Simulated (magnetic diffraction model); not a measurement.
## Which magnetic order? Ce3ZrRh12Pb4

Space group Pm-3n (no. 223), a = 9.2650 Å.

```
site  atom       x       y    z
  8e    Pb     3/4     1/4  1/4
  6c    Ce       0     1/2  3/4
 24k    Rh  0.8202  0.6567  1/2
  2a    Zr     1/2     1/2  1/2
```

This is a made-up structure (elements placed in a structure type, unrelaxed), so the numbers test the method and describe no known phase.

Only Ce is taken to order (form factors of Ce3+); orders and moment sizes are assumed, and not adapted to the symmetry. Radiation: neutrons of λ = 2.41 Å, 3° to 80°; isotropic B of 0.48 Å² (Pb), 0.42 Å² (Ce), 0.68 Å² (Rh) and 0.74 Å² (Zr). The intensities are simulated: I ∝ L Σ (|F_N|² + |F_M⊥|²) for unpolarised neutrons, with F_M = 2.695 fm/μB × Σ f(s) S exp(2πi Q·r) exp(−B s²) at Q = H ± k (one set where k and −k are equivalent), only the part normal to Q counting and L = 1/(sin²θ cos θ). For collinear order S is the moment m, which repeats by lattice and centring translations R with the sign exp(−2πi k·R). Form factors are spin-only for 3d ions and dipole or tabulated for f ions, scattering lengths are Sears's of 1992, and absorption is left out. A label names one of the reflections at its angle. The strongest nuclear line in the range is 100, and lines under 0.2 are left out.

Above the ordering temperature:

```tsv
2θ (°)	index	I
30.15	(2 0 0)	23.6
33.81	(2 1 0)	2.7
37.15	(2 1 1)	0.4
43.17	(2 2 0)	16.6
48.57	(3 1 0)	12.5
53.56	(2 2 2)	12.5
55.93	(3 2 0)	100.0
58.24	(3 2 1)	48.0
62.70	(4 0 0)	35.9
64.86	(4 1 0)	17.3
66.98	(3 3 0)	7.0
71.13	(4 2 0)	55.0
73.17	(4 2 1)	1.0
75.18	(3 3 2)	0.6
79.16	(4 2 2)	90.0
```

Below it (cell unchanged):

```
2θ (°)      I
 14.95    7.7
 21.20    2.5
 30.15   25.4
 33.81    5.4
 37.15    2.0
 43.17   18.9
 45.93    3.3
 48.57   13.4
 53.56   12.8
 55.93  100.8
 58.24   49.2
 62.70   36.1
 64.86   19.9
 66.98    7.7
 71.13   56.5
 73.17    2.1
 75.18    0.9
 79.16   91.1
```

**Question.** Find the propagation vector, then choose among these models:
A. collinear moments along [101], 2 μB on Ce; signs + at (0, 1/2, 3/4), − at (0, 1/2, 1/4), + at (1/2, 3/4, 0), + at (1/2, 1/4, 0), − at (3/4, 0, 1/2), + at (1/4, 0, 1/2)
B. collinear moments along [101], 2 μB on Ce; signs + at (0, 1/2, 3/4), + at (0, 1/2, 1/4), + at (1/2, 3/4, 0), + at (1/2, 1/4, 0), − at (3/4, 0, 1/2), − at (1/4, 0, 1/2)
C. collinear moments along [010], 2 μB on Ce; signs + at (0, 1/2, 3/4), − at (0, 1/2, 1/4), + at (1/2, 3/4, 0), + at (1/2, 1/4, 0), − at (3/4, 0, 1/2), + at (1/4, 0, 1/2)
D. collinear moments along [010], 2 μB on Ce; signs + at (0, 1/2, 3/4), + at (0, 1/2, 1/4), + at (1/2, 3/4, 0), + at (1/2, 1/4, 0), − at (3/4, 0, 1/2), − at (1/4, 0, 1/2)

No line moves, and magnetic intensity falls on nuclear lines such as the one at 33.81°; new lines at (0 1 0), (1 1 0) and (2 2 1) have whole indices that obey the lattice centring, at places with no nuclear intensity to speak of, so the magnetic cell equals the chemical primitive cell: k = 0.

Magnetic intensity, observed (below minus above) and for each model:

| 2θ (°) | index | observed | A | B | C | D |
| --- | --- | --- | --- | --- | --- | --- |
| 14.95 | (0 0 1) | 7.7 | 2.6 | 7.7 | 5.1 | 5.1 |
| 21.20 | (1 1 0) | 2.5 | 2.5 | 2.5 | 5.0 | 2.5 |
| 26.04 | (1 1 -1) | <0.2 | 3.3 | <0.2 | 2.2 | <0.2 |
| 30.15 | (2 0 0) | 1.8 | 0.6 | 1.8 | 0.6 | 3.0 |
| 43.17 | (2 2 0) | 2.3 | 0.6 | 2.3 | 0.6 | 1.7 |
| 45.93 | (2 2 1) | 3.3 | 1.7 | 3.3 | 1.6 | 3.4 |
| 51.11 | (3 1 1) | <0.2 | 1.2 | <0.2 | 1.6 | <0.2 |
| 64.86 | (4 1 0) | 2.5 | 1.3 | 2.5 | 1.2 | 2.6 |

Model B matches.

The structure used: k = (0 0 0), collinear moments along [101], 2 μB on Ce; signs + at (0, 1/2, 3/4), + at (0, 1/2, 1/4), + at (1/2, 3/4, 0), + at (1/2, 1/4, 0), − at (3/4, 0, 1/2), − at (1/4, 0, 1/2).

[Logs are printed without paths, hosts, clocks, repeated set-up lines and the standing remarks that a program may print on its own settings, such as how far it seeks lower states.]
